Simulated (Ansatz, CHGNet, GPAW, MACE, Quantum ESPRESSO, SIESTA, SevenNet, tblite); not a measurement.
**Other levels on KH6C3NO5 (P2_1/c) (64 atoms)**

The cell holds 64 atoms: 4 K, 24 H, 12 C, 4 N and 20 O. Its edges and angles: a = 7.457 Å, b = 13.002 Å, c = 6.816 Å, α = 90.0°, β = 105.4°, γ = 90.0°. It derives from KH6C3NO5 (P2_1/c), repeated 1×1×1. KH6C3NO5, space group P2_1/c, structure from the Crystallography Open Database, 1 x 1 x 1 conventional cells; every coordinate displaced by a Gaussian of 0.01 Å; bonds to H set to neutron lengths (C-H 1.089, N-H 1.015, O-H 0.983, B-H 1.19 Å) where the listed ones are shorter. Then every atom was moved at random, 0.05 Å r.m.s. a Cartesian component (hydrogen 0.6 of that).

Geometry: as built.

The reference, a calculation:

```
method                                           : Kohn-Sham DFT, PBE, SSSP efficiency 1.3.0 pseudopotentials, plane waves (Quantum ESPRESSO 7.5); sssp-pbe-1.3.0-efficiency, cutoffs 60/480 Ry, Γ point
r.m.s. force component                           : 2.014 eV/Å
longest force                                    : 9.847 eV/Å
pressure                                         : 1.7 GPa
gap (highest filled to lowest empty level) : 3.547 eV
time                                             : 74 s on 2 MPI ranks of Arm Neoverse V2, shared host
CPU time                                         : 2.5 min
```

Q: Estimate the differences from the reference, the CPU time and the memory of each run.
- GPAW revPBE, LCAO dzp, h 0.18 Å (GPAW 26.7.0; 1 thread)
- MACE MP-0b2 small potential (MACE MP-0b2 small; 1 thread)
- tblite GFN1-xTB (tblite 0.8.0; 1 thread)
- SIESTA PBE, DZP, shift 0.01 Ry, mesh 500 Ry (SIESTA 5.4.2; 2 MPI ranks)
- SIESTA PBE, SZ, shift 0.02 Ry, mesh 500 Ry (SIESTA 5.4.2; 1 thread)
- SIESTA PBE, SZP, shift 0.01 Ry, mesh 500 Ry (SIESTA 5.4.2; 2 MPI ranks)
- GPAW PBE, LCAO dzp, h 0.18 Å, other mixer settings (GPAW 26.7.0; 2 MPI ranks)
- SIESTA PBE, DZP, shift 0.002 Ry, mesh 500 Ry (SIESTA 5.4.2; 2 MPI ranks)
- SevenNet 0 potential (SevenNet 0; 1 thread)
- GPAW PBE, LCAO dzp, h 0.18 Å (GPAW 26.7.0; 1 thread)

Differences are against the plane-wave reference, forces as r.m.s. over components; share is that over the reference's r.m.s. force, slope the least-squares factor from reference forces to these. Total energies of different programs have different zeros and aren't compared.

```csv
run,"Δ force, r.m.s. (meV/Å)",share (%),slope,Δ pressure (GPa),Δ gap (eV),cores,CPU time,memory (GiB)
reference,-,-,-,-,-,2,2.5 min,1.6
"GPAW revPBE, LCAO dzp, h 0.18 Å",433,21.5,1.070,-,0.0692,1,90 s,0.83
MACE MP-0b2 small potential,211,10.5,0.980,0.277,-,1,7.1 s,0.66
tblite GFN1-xTB,493,24.5,0.965,-4.76,-,1,2.1 s,0.12
"SIESTA PBE, DZP, shift 0.01 Ry, mesh 500 Ry",306,15.2,1.054,1.86,0.0214,2,2.5 min,1.3
"SIESTA PBE, SZ, shift 0.02 Ry, mesh 500 Ry (coarse)",2716,135,1.292,18.7,-0.571,1,38 s,0.48
"SIESTA PBE, SZP, shift 0.01 Ry, mesh 500 Ry (coarse)",1329,66.0,1.162,8.14,-0.103,2,2.1 min,1.2
"GPAW PBE, LCAO dzp, h 0.18 Å, other mixer settings",428,21.3,1.068,-,0.0235,2,2.1 min,0.99
"SIESTA PBE, DZP, shift 0.002 Ry, mesh 500 Ry",401,19.9,1.065,3.48,-3.0e-4,2,5.4 min,1.8
SevenNet 0 potential,228,11.3,0.988,-0.256,-,1,7.4 s,0.91
"GPAW PBE, LCAO dzp, h 0.18 Å",428,21.3,1.068,-,0.0239,1,89 s,0.83
```

Rows marked coarse were listed beforehand as settings not expected to be converged; some can still land near the reference.

Times of the machine-learned potentials are mostly Python's start and the loading of weights.

CPU time is summed over cores on a shared host, where runs went side by side, so it is rough. Symmetry, cutoffs, thresholds, outputs and thread counts weren't matched or tuned between programs; memory under MPI is the largest rank's times the ranks.

The PBE runs in local orbitals, coarse settings apart, differ by 15 % (SIESTA PBE, DZP, shift 0.01 Ry, mesh 500 Ry) to 21 % (GPAW PBE, LCAO dzp, h 0.18 Å, other mixer settings); basis, grid and potentials can all enter. Tight binding differs by 24 % (tblite GFN1-xTB); it is another model, with fitted parameters of its own, and the xTB methods hold dispersion. Machine-learned potentials differ by 10 % (MACE MP-0b2 small potential) to 11 % (SevenNet 0 potential); they were trained on other programs' data. Rows with another functional or a dispersion term differ by 21 % (GPAW revPBE, LCAO dzp, h 0.18 Å), which mixes the change of model with differences of basis and potentials. Periodic xTB results under one method name differ between programs and library versions. With short bonds to hydrogen, sets of potentials differ among themselves by several per cent in forces even at converged cutoffs, so the reference isn't exact here either. Machine-learned potentials mimic data converged in k, so the reference's own k-point error enters their differences. The published positions, changed by the recipe (random displacements or longer bonds to H), lie far from the minimum at this level of theory. The electronic-structure runs sample only Γ, in a cell whose shortest periodic width is 7 Å.

[Logs are printed without paths, hosts, clocks, repeated set-up lines and the standing remarks that a program may print on its own settings, such as how far it seeks lower states.]

[Hosts, paths, dates, database ids (printed as entryN), source tags and the programs' standing remarks are cut or masked in the printed files.]
